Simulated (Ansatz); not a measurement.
# Phonons of ZrZnIn in the AlB2 type

Question: is the lattice of ZrZnIn in the AlB2 type stable, and if so, what are its coupling constant and resistivity?

Calculated with Ansatz 0.2.0; DFT PBE, scalar-relativistic, plane waves, PAW; PAW set soft_1.

This is a report of a sequence of runs, with most program output left out.

The structure was built from a prototype and need not be the compound's stable phase.

## (1) The starting structure

It takes space group P-6m2 (No. 187, hexagonal). The conventional cell has a = 4.139 Å, b = 4.139 Å, c = 4.346 Å, α = 90.00°, β = 90.00°, γ = 120.00°. Nearest to Zr lie 6 In at 3.23 Å and 6 Zn at 3.23 Å. In has 3 Zn at 2.39 Å and 6 Zr at 3.23 Å nearest. Zn has 3 In at 2.39 Å and 6 Zr at 3.23 Å nearest. Farther neighbours are not listed.

## (2) Relaxing cell and atoms

Lattice constant and positions set the bands and the force constants, so the cell is relaxed first.

Input file input.yaml:

```yaml
crystal:
  lattice:
    - [4.13886, 0.0, 0.0]
    - [-2.06943, 3.58436, 0.0]
    - [0.0, 0.0, 4.3458]
  atoms:
    - { symbol: Zr, position: [0.0, 0.0, 0.0] }
    - { symbol: In, position: [0.33333333, 0.66666667, 0.5] }
    - { symbol: Zn, position: [0.66666667, 0.33333333, 0.5] }
kpoints:
  mp_grid: { grid: [9, 9, 8] }
hamiltonian:
  xc: pbe
  pseudopotentials: { kind: paw, azcp: { folder: soft_1 } }
scf:
  occupations: { method: gaussian, width: 0.1 }
output:
  forces: true
  stress: true
  eigenvalues: true
relax:
  adjacent_minimum: "off"
  f_tol: 0.005
  max_steps: 80
  cell: { stress_tol: 0.05 }
```

Run with:

```bash
$ ansatz run input.yaml --threads 4 --pin off --max-ram 12288MiB --backend cpu --events-out ev --progress --plain --runs-dir out
```

Run time: 27 s. Hardware: 4 threads of Arm Neoverse V1, shared host; peak memory 0.45 GiB; 1.7 min of CPU time.

The steps of the relaxation:

```csv
step,energy less that of the first step (eV),largest force component (eV/Å),pressure (GPa),volume (Å³)
1,0.0000,0.0000,1.61,64.47
2,-0.3504,0.0000,0.10,63.92
3,-0.5958,0.0000,0.30,62.43
4,-0.8202,0.0000,0.16,61.27
5,-1.0240,0.0000,0.84,59.82
6,-1.1158,0.0000,0.81,59.13
7,-1.1167,0.0000,-0.40,59.88
8,-1.1171,0.0000,-0.01,59.64
9*,-1.1179,0.0000,0.02,59.64
```

Relaxation steps marked * repeat the geometry before them on a plane-wave basis chosen anew for their cell, so energy and pressure can jump there.

Forces are held to the 12 operations that the run works with; a distortion that breaks them can't arise in this run.

```csv
cell as run,before,after,change
a (Å),4.139,4.565,+10.3 %
b (Å),4.139,4.565,+10.3 %
c (Å),4.346,3.304,-24.0 %
volume (Å³/atom),21.49,19.88,-7.5 %
```

The relaxed structure:

```xyz
3
Lattice="4.5655 0.0000 0.0000 -2.2827 3.9538 0.0000 0.0000 0.0000 3.3041" Properties=species:S:1:pos:R:3 pbc="T T T"
Zr    0.0000    0.0000    0.0000
In    0.0000    2.6359    1.6521
Zn    2.2827    1.3179    1.6521
```

This step gave:

```yaml
pressure: 0.02299 GPa
volume_per_atom: 19.88 Å³/atom
metallic_on_mesh: yes
gap_on_the_k_mesh: 0 eV
```

The largest force is now zero by symmetry and the largest stress component 0.040 GPa.

## (3) Tight relaxation

No force is left; the cell is relaxed once more with another smearing and tight thresholds.

input.yaml, the sections that differ from step 2:

```yaml
crystal:
  lattice:
    - [4.5654708958, 0.0, 0.0]
    - [-2.2827354479, 3.953813776, 0.0]
    - [0.0, 0.0, 3.3041085272]
  atoms:
    - { symbol: Zr, position: [0.0, 0.0, 0.0] }
    - { symbol: In, position: [0.3333333333, 0.6666666667, 0.5] }
    - { symbol: Zn, position: [0.6666666667, 0.3333333333, 0.5] }
scf:
  occupations: { method: methfessel_paxton, width: 0.2 }
relax:
  adjacent_minimum: "off"
  f_tol: 0.001
  max_steps: 60
  cell: { stress_tol: 0.01 }
# kpoints, hamiltonian, output: as in step 2
```

The job ended after 13 s (4 threads; peak memory 0.43 GiB; 50 s of CPU time).

Little changed from the start: no atom moved by 0.005 Å and no cell edge by 0.1 %.

Numbers from this step:

- pressure: -4.66e-5 GPa

The largest force is now zero by symmetry and the largest stress component 9.5e-5 GPa, small enough for phonons.

## (4) Lattice stability: q 2×2×2, k 4×4×6

Before any scattering is computed, the phonons show whether the structure is a minimum.

Input file input.yaml:

```yaml
crystal:
  lattice:
    - [4.5673127122, 0.0, 0.0]
    - [-2.2836563561, 3.9554088358, 0.0]
    - [0.0, 0.0, 3.3020060695]
  atoms:
    - { symbol: Zr, position: [0.0, 0.0, 0.0] }
    - { symbol: In, position: [0.3333333333, 0.6666666667, 0.5] }
    - { symbol: Zn, position: [0.6666666667, 0.3333333333, 0.5] }
kpoints:
  mp_grid: { grid: [4, 4, 6] }
hamiltonian:
  xc: pbe
  pseudopotentials: { kind: paw, azcp: { folder: soft_1 } }
scf:
  occupations: { method: methfessel_paxton, width: 0.2 }
output:
  eigenvalues: true
phonons:
  method: dfpt
  qmesh: [2, 2, 2]
  temperatures: { t_max: 1000, t_step: 50 }
  qpath:
    path:
      - [[0.0, 0.0, 0.0], [0.5, 0.0, 0.0], [0.33333333, 0.33333333, 0.0], [0.0, 0.0, 0.0], [0.0, 0.0, 0.5], [0.5, 0.0, 0.5], [0.33333333, 0.33333333, 0.5], [0.0, 0.0, 0.5]]
      - [[0.5, 0.0, 0.5], [0.5, 0.0, 0.0]]
      - [[0.33333333, 0.33333333, 0.5], [0.33333333, 0.33333333, 0.0]]
    npoints: 10
```

Run time: 36 s. Hardware: 4 threads; peak memory 0.5 GiB; 2.2 min of CPU time.

This step gave:

- share of imaginary modes in the plain interpolation between solved wavevectors: 0.0473
- highest frequency, solved or plainly interpolated: 226.5 cm⁻¹

Solved on the 2×2×2 mesh alone; all other wavevectors are interpolated. The phonon branches at the labelled points (cm⁻¹):

```csv
point,branch 1,branch 2,branch 3,branch 4,branch 5,branch 6,branch 7,branch 8,branch 9
Γ,0,0,0,48,133,158,158,211,211
halfway,49,50,56,90,132,141,146,208,220
M,55,74,76,114,131,132,150,195,226
halfway,56,74,78,109,126,133,163,194,224
K,57,76,84,98,126,134,183,184,222
halfway,51,54,61,103,132,135,146,209,220
Γ,0,0,0,48,133,158,158,211,211
halfway,11,70,70,85,143,160,160,208,208
A,-44,100,100,125,148,163,163,205,205
halfway,-44,96,98,106,148,163,166,198,207
L,-40,61,92,112,145,161,170,194,208
halfway,-39,65,82,123,147,156,171,183,214
H,-38,68,76,131,150,151,172,174,217
halfway,-44,91,92,111,148,160,168,194,209
A,-44,100,100,125,148,163,163,205,205
jump to L,-40,61,92,112,145,161,170,194,208
halfway,27,63,86,121,137,148,154,194,219
M,55,74,76,114,131,132,150,195,226
jump to H,-38,68,76,131,150,151,172,174,217
halfway,28,67,80,118,132,150,174,181,220
K,57,76,84,98,126,134,183,184,222
```

Lowest modes at the softest wavevector of the mesh. The modes at q = (0.000, 0.000, 0.500) (shares of kinetic energy by element, %) (negative means imaginary):

```csv
mode,frequency (cm⁻¹),Zr %,In %,Zn %
1,-43.7,0,17,83
2,100.1,0,62,38
3,100.1,0,62,38
4,124.9,0,83,17
5,148.1,100,0,0
6,162.8,100,0,0
```

Displacements in mode 1 (-43.7 cm⁻¹), the largest set to 1, in the home cell:
```
Zr1  0.00  0.00  0.00
In2  0.00  0.00  0.34
Zn3  0.00  0.00 -1.00
```

Displacements in mode 3 (100.1 cm⁻¹), the largest set to 1, in the home cell (x, y, z of the real part, then of the imaginary part):
```
Zr1  0.00  0.00  0.00  0.00  0.00  0.00
In2 -0.96 -0.47  0.00  0.10 -0.21  0.00
Zn3 -0.99 -0.49  0.00  0.11 -0.22  0.00
```

Among the solved wavevectors the lowest mode, translations apart, is -43.7 cm⁻¹, imaginary.

## (5) Phonons by linear response: q 3×3×2, k 6×6×6

An imaginary mode on so few k-points may come from the sampling, so the phonons are repeated with another q and k mesh.

input.yaml, as its differences from that of step 4:

```diff
@@ -10,3 +10,3 @@
 kpoints:
-  mp_grid: { grid: [4, 4, 6] }
+  mp_grid: { grid: [6, 6, 6] }
 hamiltonian:
@@ -20,3 +20,3 @@
   method: dfpt
-  qmesh: [2, 2, 2]
+  qmesh: [3, 3, 2]
   temperatures: { t_max: 1000, t_step: 50 }
```

Wall time 1.9 min (4 threads); peak memory 0.66 GiB.

Numbers from this step:

```yaml
share_of_imaginary_modes_in_the_plain_interpolation_between_solved_wavevectors: 0.0257
highest_frequency_solved_or_plainly_interpolated: 226.8 cm⁻¹
```

Solved on the 3×3×2 mesh alone; all other wavevectors are interpolated. The phonon branches at the labelled points (cm⁻¹):

```csv
point,branch 1,branch 2,branch 3,branch 4,branch 5,branch 6,branch 7,branch 8,branch 9
Γ,0,0,0,46,131,160,160,212,212
halfway,49,51,58,90,134,143,145,209,221
M,55,74,76,115,129,136,152,191,227
halfway,56,75,78,107,123,135,164,191,224
K,57,76,85,95,121,134,182,182,222
halfway,51,56,62,101,134,136,145,208,221
Γ,0,0,0,46,131,160,160,212,212
halfway,13,71,71,87,146,163,163,208,208
A,-41,100,100,124,159,166,166,205,205
halfway,-36,96,97,108,159,167,167,200,208
L,-13,61,92,117,151,163,163,198,210
halfway,1,62,81,129,149,152,168,186,217
H,12,63,74,138,140,152,169,176,220
halfway,-32,90,91,114,158,162,170,195,211
A,-41,100,100,124,159,166,166,205,205
jump to L,-13,61,92,117,151,163,163,198,210
halfway,38,63,86,124,141,144,157,194,220
M,55,74,76,115,129,136,152,191,227
jump to H,12,63,74,138,140,152,169,176,220
halfway,39,64,79,113,137,148,172,181,221
K,57,76,85,95,121,134,182,182,222
```

Lowest modes at the softest wavevector of the mesh. Modes at q = (0.000, 0.000, 0.500), with each element's share of the kinetic energy (negative means imaginary):

```csv
mode,frequency (cm⁻¹),Zr %,In %,Zn %
1,-40.8,0,16,84
2,100.2,0,62,38
3,100.2,0,62,38
4,124.3,0,84,16
5,158.9,100,0,0
6,165.7,100,0,0
```

Displacements in mode 1 (-40.8 cm⁻¹), the largest set to 1, in the home cell:
```
Zr1  0.00  0.00  0.00
In2  0.00  0.00  0.33
Zn3  0.00  0.00 -1.00
```

Displacements in mode 6 (165.7 cm⁻¹), the largest set to 1, in the home cell:
```
Zr1 1.00 0.00 0.00
In2 0.00 0.00 0.00
Zn3 0.00 0.00 0.00
```

The modes has structure finer than the step of the table below, so its rows give means over 10 cm⁻¹, whole bins alone (the curve runs from -50.4 to 244 cm⁻¹). Peaks (cm⁻¹: height): In 66.0: 0.0516, 117.8: 0.0284, 154.7: 0.0181, 219.4: 0.0289; Zn -15.3: 0.00854, 51.2: 0.026, 80.8: 0.0179, 114.1: 0.00763, 152.9: 0.0217, 219.4: 0.0382; Zr 66.0: 0.0191, 136.3: 0.0711, 156.6: 0.0662.

Phonopy on the run's constants, 15x15x17 mesh, Gaussian sigma 2.1 cm⁻¹. Table of modes by wavenumber; means over each step; values in 1/cm⁻¹/cell:

```csv
wavenumber (cm⁻¹),In,Zn,Zr
-40,5.5e-4,0.00339,5.6e-6
-30,8.6e-4,0.00642,2.8e-5
-20,6.1e-4,0.00643,6.6e-5
-10,2.8e-4,0.00418,8.0e-5
0,1.3e-4,0.00256,8.8e-5
10,3.0e-4,0.00581,2.0e-4
20,9.3e-4,0.00926,5.4e-4
30,0.00147,0.0118,8.5e-4
40,0.00260,0.0171,0.00147
50,0.00554,0.0239,0.00233
60,0.0218,0.00701,0.00907
70,0.0425,0.00597,0.0134
80,0.0327,0.0148,0.00730
90,0.0215,0.0111,0.00349
100,0.00956,0.00397,0.00303
110,0.0177,0.00548,0.00839
120,0.0229,0.00552,0.0179
130,0.00601,0.00375,0.0328
140,0.00583,0.00801,0.0529
150,0.0130,0.0168,0.0522
160,0.0153,0.0127,0.0570
170,0.00603,0.00233,0.0201
180,0.00114,0.00439,6.7e-4
190,0.00840,0.0172,0.00328
200,0.0153,0.0254,0.00446
210,0.0207,0.0298,0.00305
220,0.0242,0.0320,0.00468
230,0.00230,0.00291,5.6e-4
```

No LO-TO term; unit eigenvectors of the mass-weighted matrix. Modes at Γ, with each element's share of the kinetic energy:

```csv
mode,frequency (cm⁻¹),symmetry,Zr %,In %,Zn %
1,0.0,unnamed,34,42,24
2,0.0,unnamed,34,42,24
3,0.0,unnamed,34,42,24
4,45.6,A2'',1,30,70
5,131.3,A2'',65,28,6
6,160.3,E',65,14,20
7,160.3,E',65,14,20
8,212.1,E',1,43,56
9,212.1,E',1,43,56
```

Displacements in mode 4 (45.6 cm⁻¹), the largest set to 1:
```
Zr1  0.00  0.00 -0.10
In2  0.00  0.00 -0.49
Zn3  0.00  0.00  1.00
```

Displacements in mode 7 (160.3 cm⁻¹), the largest set to 1:
```
Zr1  0.00  1.00  0.00
In2  0.00 -0.42  0.00
Zn3  0.00 -0.66  0.00
```

Among the solved wavevectors the lowest mode, translations apart, is -40.8 cm⁻¹, imaginary.

## (6) Outcome

* phonon run of the rows without a label of their own: PBE, q 3×3×2, k 6×6×6
* softest mode on the q mesh: -40.8 cm⁻¹ at q = (0, 0, 0.5)
* highest frequency, solved or plainly interpolated: 227 cm⁻¹

**Reading.** The lattice is dynamically unstable at this level: a mode at q = (0, 0, 0.5) is imaginary, 40.8i cm⁻¹, so no harmonic coupling constant or resistivity is defined for this structure. These meshes are coarse, and single modes of a metal can move by tens of cm⁻¹ with the k mesh. The mode is weak and these meshes are coarse, so a denser k mesh or another smearing could remove it. The phonon runs are not spin-polarised. The structure was built by hand as an ordered model, and its stability against other phases was not tested.

[Logs are printed without paths, hosts, clocks, repeated set-up lines and the standing remarks that a program may print on its own settings, such as how far it seeks lower states.]

[Hosts, paths, dates, database ids (printed as entryN), source tags and the programs' standing remarks are cut or masked in the printed files.]
